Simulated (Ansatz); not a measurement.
# From LDA to G0W0: SrWO4 (I4_1/a)

Wanted: the gap of SrWO4 (I4_1/a) with a many-body correction, and the time that it takes.

Method: LDA, then G0W0 on it, plane waves, PAW, in Ansatz 0.2.0.

**The experiments to reproduce.**

- Gap 5.08 eV: direct gap from absorption edge with Urbach fit; optical absorption; 300 K; bulk crystal (thin cleaved platelet of Czochralski crystal, 10-30 um thick) (“Optical absorption of divalent metal tungstates: Correlation between the band-gap energy and the cation ionic radius”, 2008, arxiv:0807.2115).

### Step 1. The structure

The structure is tetragonal, space group I4_1/a (No. 88). The conventional cell has a = 5.440 Å, b = 5.440 Å, c = 11.940 Å, α = 90.00°, β = 90.00°, γ = 90.00°. Sr has 8 O at 2.58 to 2.62 Å nearest. Nearest to W lie 4 O at 1.80 Å. Nearest to O lie 1 W at 1.80 Å and 2 Sr at 2.58 to 2.62 Å. Farther neighbours and most contacts between anions are not listed.

Coordinates:

```cif
data_structure
_symmetry_space_group_name_H-M 'I4_1/a:1'
_symmetry_Int_Tables_number 88
_cell_length_a 5.4402
_cell_length_b 5.4402
_cell_length_c 11.9399
_cell_angle_alpha 90.000
_cell_angle_beta 90.000
_cell_angle_gamma 90.000
_cell_volume 353.37
loop_
_atom_site_label
_atom_site_type_symbol
_atom_site_symmetry_multiplicity
_atom_site_Wyckoff_symbol
_atom_site_fract_x
_atom_site_fract_y
_atom_site_fract_z
_atom_site_occupancy
Sr1 Sr 4 a 0.00000 0.50000 0.25000 1
W1 W 4 b 0.50000 0.00000 0.25000 1
O1 O 16 f 0.73556 0.35783 0.08301 1
```

The cell and positions are those that the Materials Project relaxed with its own functionals (PBE, PBE+U or r2SCAN), kept fixed. At the settings of the band run the largest force is still 0.44 eV/Å. Spin-orbit coupling is left out unless a step names it. The default PAW set here is soft_2. Its files were made with PBE.

### Step 2. Bands along the symmetry lines

Levels along a band path and on the mesh show where this functional puts the band edges.

This step: DFT, LDA, plane waves, PAW.

Input file input.yaml:

```yaml
crystal:
  lattice:
    - [-2.7201121709, 2.7201121709, 5.9699255756]
    - [2.7201121709, -2.7201121709, 5.9699255756]
    - [2.7201121709, 2.7201121709, -5.9699255756]
  atoms:
    - { symbol: Sr, position: [0.75, 0.25, 0.5] }
    - { symbol: Sr, position: [0.0, 0.0, 0.0] }
    - { symbol: W, position: [0.25, 0.75, 0.5] }
    - { symbol: W, position: [0.5, 0.5, 0.0] }
    - { symbol: O, position: [0.44084291, 0.81857378, 0.09339807] }
    - { symbol: O, position: [0.56857378, 0.97517571, 0.87773087] }
    - { symbol: O, position: [0.09744484, 0.69084291, 0.12226913] }
    - { symbol: O, position: [0.72517571, 0.34744484, 0.90660193] }
    - { symbol: O, position: [0.02482429, 0.90255516, 0.59339807] }
    - { symbol: O, position: [0.65255516, 0.55915709, 0.37773087] }
    - { symbol: O, position: [0.18142622, 0.27482429, 0.62226913] }
    - { symbol: O, position: [0.30915709, 0.43142622, 0.40660193] }
kpoints:
  mp_grid: { grid: [6, 6, 6] }
  band_path:
    path:
      - [[0.0, 0.0, 0.0], [0.0, 0.0, 0.5], [0.25, 0.25, 0.25], [0.0, 0.5, 0.0], [0.0, 0.0, 0.0], [0.5, 0.5, -0.5], [0.30190101, 0.69809899, -0.30190101]]
      - [[-0.30190101, 0.30190101, 0.30190101], [0.0, 0.0, 0.0]]
      - [[0.0, 0.0, 0.5], [-0.10380202, 0.10380202, 0.5]]
      - [[0.5, 0.5, -0.10380202], [0.5, 0.5, -0.5]]
    npoints: 10
hamiltonian:
  xc: lda
scf:
  occupations: { method: fermi_dirac, width: 0.02 }
  n_extra_bands: 8
output:
  eigenvalues: true
  forces: true
  stress: true
  write_density: true
  write_potential: true
  elf: true
  volumetric_format: npy
```

Run with:

```console
ansatz run input.yaml --threads 3 --pin off --max-ram 92160MiB --backend cuda --events-out ev --progress --plain --runs-dir out --devices 1 --max-vram 13GiB  # rebuilt from the run's record
```

Numbers of over 12 decimals in the logs are rounded to 6 here.

Log:

```text
scf.n_extra_bands = 8 over 48 filled bands (N_el = 96.0): the run solves 56 bands
GPUs: using 1 of 1 available (devices: 1).
Engine: ansatz 0.2.0, x86_64-unknown-linux-gnu
Pseudopotentials: kind: paw
Pseudopotential: Sr, paw, valence charge 10, recommended cutoff 420 eV (normal), Sr.paw.azcp
Pseudopotential: W, paw, valence charge 14, recommended cutoff 420 eV (normal), W.paw.azcp
Pseudopotential: O, paw, valence charge 6, recommended cutoff 420 eV (normal), O.paw.azcp
Functional definition: SPW92
  exchange = slater_x
  correlation = pw_c
device memory: the entry about to start is reckoned to put 5.6 GiB on a device that reports 63.1 GiB free (of which the cap on the GPU budget leaves the run 13.0 GiB)
GPU FFT provider: cuFFT
GPU libraries: cuBLAS 13.8.2, cuFFT 12.4.0, cuSOLVER 12.3.4
Crystal: 12 atoms, lattice volume = 176.686 Å³
Basis set: ecut = 420 eV, 3435 PW (Γ)
Bands: 56, of which v1, the nominal top of the filled ones, is band 48 counted from 1 (47 counted from 0)
Symmetry: 8 space group operations
Space group: I41/a (ITA 88), of the structure as read, at distance tolerance 5.6e-5 Å
k-points: 36 of 216
Non-local potential: Sr, projectors of the file, l = 0: 3, l = 1: 2, l = 2: 2
Non-local potential: W, projectors of the file, l = 0: 3, l = 1: 2, l = 2: 2, l = 3: 1
Non-local potential: O, projectors of the file, l = 0: 2, l = 1: 2, l = 2: 1
PAW form: soft (Blöchl's): semilocal exchange-correlation on the pseudo side does not see the compensation charge
PAW frozen core: Sr, regenerated for the run's functional, and the local potential with it (the file was generated under x = pbe(κ = 0.804, μ = 0.219515), c = pbe(β = 0.066725))
PAW frozen core: W, regenerated for the run's functional, and the local potential with it (the file was generated under x = pbe(κ = 0.804, μ = 0.219515), c = pbe(β = 0.066725))
PAW frozen core: O, regenerated for the run's functional, and the local potential with it (the file was generated under x = pbe(κ = 0.804, μ = 0.219515), c = pbe(β = 0.066725))
PAW one-centre angular grid: Sr, 110 points (default); XC on 64 Gauss nodes
PAW one-centre angular grid: W, 590 points (default); XC on 64 Gauss nodes
PAW one-centre angular grid: O, 110 points (default); XC on 64 Gauss nodes
Initial density: superposition of atomic densities (neutral atoms: chi_scale 0, normalization atom), corrected by the library's trained network
Initial wavefunctions: pseudopotential atomic-orbital guess
GPU buffer pool allocated for 110592 grid points (all kernels)
GPU transforms: local potential and band sums: pruned to the plane-wave sphere, on 48×48×48
Functional: x = slater, c = lda
SCF iter   1: F=—  HF=-31602.610202 eV  |F-HF|=—  |Δ(HF+E_count)|=         —  Δρ=1.77e-2  dr2=5.38e-1  ethr=1.77e-3  ⟨swp⟩=8.8  Hψ=9388  notcnv=0
preconditioner: auto → Resta (q_TF=auto, 2.465 Å⁻¹)  ε∞=5.0  [insulator: Δε(μ)=4.120 eV  Ē_g=12.234 eV  σ=0.020 eV  W_gap=1.00  n_scr=36 (ndim 8)  ℏωp=24.4 eV  f_vac=0.051  D(μ)=0.00/eV (n_scr^D=0)  ε∞_Penn≈5.0]
SCF iter   2: F=—  HF=-31602.510943 eV  |F-HF|=—  |Δ(HF+E_count)|=   9.93e-2  Δρ=7.28e-3  dr2=9.08e-2  ethr=5.61e-4  ⟨swp⟩=2.9  Hψ=3763  notcnv=0  defer=143
SCF iter   3: F=—  HF=-31602.493778 eV  |F-HF|=—  |Δ(HF+E_count)|=   1.72e-2  Δρ=2.42e-3  dr2=9.60e-3  ethr=9.46e-5  ⟨swp⟩=2.0  Hψ=2878  notcnv=0  defer=143
SCF iter   4: F=—  HF=-31602.491118 eV  |F-HF|=—  |Δ(HF+E_count)|=   2.66e-3  Δρ=4.03e-4  dr2=3.16e-4  ethr=1.00e-5  ⟨swp⟩=2.8  Hψ=2931  notcnv=0  defer=143
SCF iter   5: F=—  HF=-31602.491091 eV  |F-HF|=—  |Δ(HF+E_count)|=   2.69e-5  Δρ=9.80e-5  dr2=2.95e-5  ethr=3.29e-7  ⟨swp⟩=2.9  Hψ=3998  notcnv=0  defer=143
SCF iter   6: F=—  HF=-31602.491473 eV  |F-HF|=—  |Δ(HF+E_count)|=   3.81e-4  Δρ=2.79e-5  dr2=1.21e-6  ethr=3.08e-8  ⟨swp⟩=2.5  Hψ=3140  notcnv=0  defer=143
SCF iter   7: F=-31602.491473 eV  HF=-31602.491473 eV  |F-HF|=1.50e-8  |Δ(HF+E_count)|=   4.81e-7  Δρ=4.46e-6  dr2=4.38e-8  ethr=1.04e-10  ⟨swp⟩=17.9  Hψ=20134  notcnv=0
SCF 1 converged in 7 iterations: F = -31602.491473 eV  dr2 = 4.38e-8
  greatest PAW one-centre occupation: 1.000 electrons in one spin orbital (limit 2), on the W atom at site 3 (counted from 0), in its partial waves of l = 0
device memory: the entry about to start is reckoned to put 4.2 GiB on a device that reports 69.9 GiB free (of which the cap on the GPU budget leaves the run 13.0 GiB)
NSCF: frozen V_eff on 94 k-points
SCF converged after 7 iterations
Free energy (F): -31602.491473 eV
Harris-Foulkes:  -31602.491473 eV  (|F-HF|=1.50e-8)
Internal energy: -31602.491473 eV  (E = F + TS)
E sigma→0 (E₀):  -31602.491473 eV
Fermi energy:    8.343168 eV
--- Per-component energies (eV) ---
  E_band       = -797.057956
  E_kinetic    = 2770.752604
  E_local      = -6775.915580  (includes V_loc(G=0)·N_el)
  E_nonlocal   = 822.092964
  E_hartree    = 2281.416083
  E_xc         = -1446.638634
  E_vxc        = -1538.500884  (∫ρ·V_xc dr)
  E_paw        = -22988.218450  (= ΣΔE_a)
  E_vpaw       = -638.343298  (= ΣTr[D̂ρ^β])
  E_aug_tail   = 0.019861  (compensation charges beyond the density's cutoff)
  E_ewald      = -6267.930270
  E_core_change = 1.929949  (= ΣΔE_core)
  E_smearing   = -0.000000  (= −TS)
  E_closure    = -0.000000  (closes the sum)
  Σ components = -31602.491473   (vs F -31602.491473, Δ=0.00e0)
--- Forces (eV/Å), atoms counted from 1 ---
  atom   1  Sr     0.00000000     0.00000000     0.00000000
  atom   2  Sr     0.00000000    -0.00000000     0.00000000
  atom   3  W      0.00000000     0.00000000     0.00000000
  atom   4  W      0.00000000    -0.00000000     0.00000000
  atom   5  O     -0.31323769     0.19202188    -0.23863940
  atom   6  O     -0.19202188    -0.31323769    -0.23863940
  atom   7  O      0.19202188     0.31323769    -0.23863940
  atom   8  O      0.31323769    -0.19202188    -0.23863940
  atom   9  O     -0.31323769     0.19202188     0.23863940
  atom  10  O     -0.19202188    -0.31323769     0.23863940
  atom  11  O      0.19202188     0.31323769     0.23863940
  atom  12  O      0.31323769    -0.19202188     0.23863940
  max |Σ_I F_I| component: 5.55e-17 eV/Å
--- Stress (GPa, compression-positive) ---
       -6.493647      -0.000000       0.000000
        0.000000      -6.493647      -0.000000
        0.000000      -0.000000      -6.436165
  P = ⅓ Tr σ = -6.4745 GPa (-64.745 kbar)
--- Band table (eV; the first three rows and the last of 36) ---
  k-point 0: bands = [... 44 lower, 5.4406, 5.8559, 6.1672, 6.1672, 10.5025, 10.8718, 11.1029, 11.1868, ... 4 higher]
  k-point 1: bands = [... 44 lower, 5.6002, 5.8211, 5.9516, 6.1022, 10.6094, 10.9330, 11.0595, 11.2600, ... 4 higher]
  k-point 2: bands = [... 44 lower, 5.5433, 5.7154, 5.8397, 5.9559, 10.7058, 10.8641, 11.0825, 11.2661, ... 4 higher]
  k-point 35: bands = [... 44 lower, 5.8252, 5.8252, 6.0866, 6.0866, 10.6081, 10.6081, 10.8963, 10.8963, ... 4 higher]
```

The job ended after 6.4 s (1 × NVIDIA H100 80GB HBM3 (shared by 6 runs) with 3 threads of AMD EPYC 7R13 (Zen 3), shared host; peak memory 1.1 GiB; 12 s of CPU time).

In the SCF lines HF is the Harris–Foulkes energy and dr2 the Hartree energy of the density residual, in eV; the loop may stop once dr2 is under the threshold and the program's other checks hold. Hψ counts applications of the Hamiltonian.

Numbers from this step:

```
pressure             : -6.474 GPa
filled bands         : 48
gap                  : 4.335 eV
valence top at       : Γ
conduction bottom at : Γ
least direct gap     : 4.335 eV
```

Over mesh and path the gap is 4.335 eV, direct, at k = Γ. The pressure in this cell is -6 GPa; the cell is kept.

The electronic bands at the labelled points (eV, zero at the top of the highest nominally filled band):

```csv
point,band 45,band 46,band 47,band 48,band 49,band 50,band 51,band 52
Γ,-0.73,-0.31,0.00,0.00,4.34,4.70,4.94,5.02
halfway,-0.44,-0.42,-0.39,-0.13,4.51,4.80,4.84,5.12
X,-0.43,-0.43,-0.37,-0.37,4.55,4.55,5.03,5.03
halfway,-0.42,-0.42,-0.38,-0.38,4.55,4.55,5.03,5.03
P,-0.41,-0.41,-0.39,-0.39,4.55,4.55,5.03,5.03
halfway,-0.51,-0.46,-0.27,-0.23,4.56,4.73,4.90,5.03
N,-0.52,-0.47,-0.25,-0.19,4.68,4.78,4.82,4.99
halfway,-0.65,-0.32,-0.16,-0.11,4.49,4.75,4.87,5.04
Γ,-0.73,-0.31,0.00,0.00,4.34,4.70,4.94,5.02
halfway,-0.56,-0.21,-0.03,-0.03,4.36,4.56,4.84,4.87
M,-0.34,-0.34,-0.08,-0.08,4.44,4.44,4.73,4.73
halfway,-0.35,-0.29,-0.17,-0.09,4.53,4.58,4.75,4.77
S,-0.48,-0.39,-0.22,-0.12,4.69,4.72,4.82,4.87
jump to S0,-0.48,-0.39,-0.22,-0.12,4.69,4.72,4.82,4.87
halfway,-0.50,-0.40,-0.19,-0.17,4.53,4.80,4.87,5.06
Γ,-0.73,-0.31,0.00,0.00,4.34,4.70,4.94,5.02
jump to X,-0.43,-0.43,-0.37,-0.37,4.55,4.55,5.03,5.03
halfway,-0.46,-0.40,-0.36,-0.34,4.52,4.61,5.01,5.02
R,-0.47,-0.40,-0.30,-0.30,4.51,4.68,4.96,4.99
jump to G,-0.47,-0.40,-0.30,-0.30,4.51,4.68,4.96,4.99
halfway,-0.32,-0.28,-0.19,-0.16,4.53,4.69,4.77,4.81
M,-0.34,-0.34,-0.08,-0.08,4.44,4.44,4.73,4.73
```

Valence density in the ac plane of the conventional cell at fractional y = 0.000, with atoms of Sr and W within 0.2 Å of it. It is the smooth field of the valence electrons, not physical close to the nuclei.

Ten even steps from '0' (0.0 e/Å³) to '9' (5.0 e/Å³), each cell a mean:
```
441000000000034
210000000000012
000000000000000
000000000000000
000000233100000
000002534310000
000002444300000
000000122000000
000000000000000
001110000001100
531110000001124
982000000000169
972000000000159
310000000000012
000000000000000
000000000000000
000001354200000
000003999510000
000012799410000
000111232111000
000010000011000
000000000000000
320000000000013
342000000000134
```
Columns run along a (5.4 Å), rows up along c (11.9 Å), edges of the conventional cell, whose origin can differ from the input's. Atoms in or near the plane, at fractional coordinates: Sr at (0.50, 0.75), Sr at (0.00, 0.00), W at (0.50, 0.25), W at (0.00, 0.50).

ELF in the ac plane of the conventional cell at fractional y = 0.000, with atoms of Sr and W within 0.2 Å of it. It is the smooth field of the valence electrons, not physical close to the nuclei.

Ten even steps from '_' (0.01) to '@' (0.84), each cell a mean:
```
++@@@@--______________..##@@##
@@%%==__________________::**@@
....________________________..
__________..--==--..__________
________..**@@@@@@%%--________
________==@@%%::++@@##..______
________--@@@@++##@@**..______
____....__--##@@%%++::....____
..::++**==::........--++++--..
..--**%%%%**::____==##%%%%==::
**++==##%%**::__..==##%%++==**
--##==--==--..____::------**++
++##==....____________..::####
++--::..______________....::==
........____..__....____......
________..............________
________..::++****==....______
____......++##--++##::....____
__..==++====##++**++--++++--__
__--##%%%%++--++====##%%%%++..
__..++%%%%**--..::++##%%**--__
==::..::==--..__..::==--::::--
@@@@++..________________--%%@@
--%%@@==______________..##@@++
```
Columns run along a (5.4 Å), rows up along c (11.9 Å), edges of the conventional cell, whose origin can differ from the input's. Atoms in or near the plane, at fractional coordinates: Sr at (0.50, 0.75), Sr at (0.00, 0.00), W at (0.50, 0.25), W at (0.00, 0.50).

(Continued in part 2 of 2.)

[Paths, hosts, dates, memory and timing lines, banners, echoed tables and standing remarks are left out of the program output.]

[Logs are printed without paths, hosts, clocks, repeated set-up lines and the standing remarks that a program may print on its own settings, such as how far it seeks lower states.]

[Runs of the session that timed out or met a known fault of the program may be left out.]

[Cells called generated may have been cut or substituted from an entry of the Crystallography Open Database or the Materials Project.]

[Hosts, paths, dates, database ids (printed as entryN), source tags and the programs' standing remarks are cut or masked in the printed files.]

[Where an RPA ε∞ is given, it is that of the G0W0 mesh and is not shown converged in it. Names of k-points follow the symmetry that the program found, which can be lower than the space group named. Band edges on a path are those of the sampled points; other points can move an edge, and change direct to indirect where valleys lie close.]

[Hybrid gaps are those of their k-mesh and are not shown converged in it.]
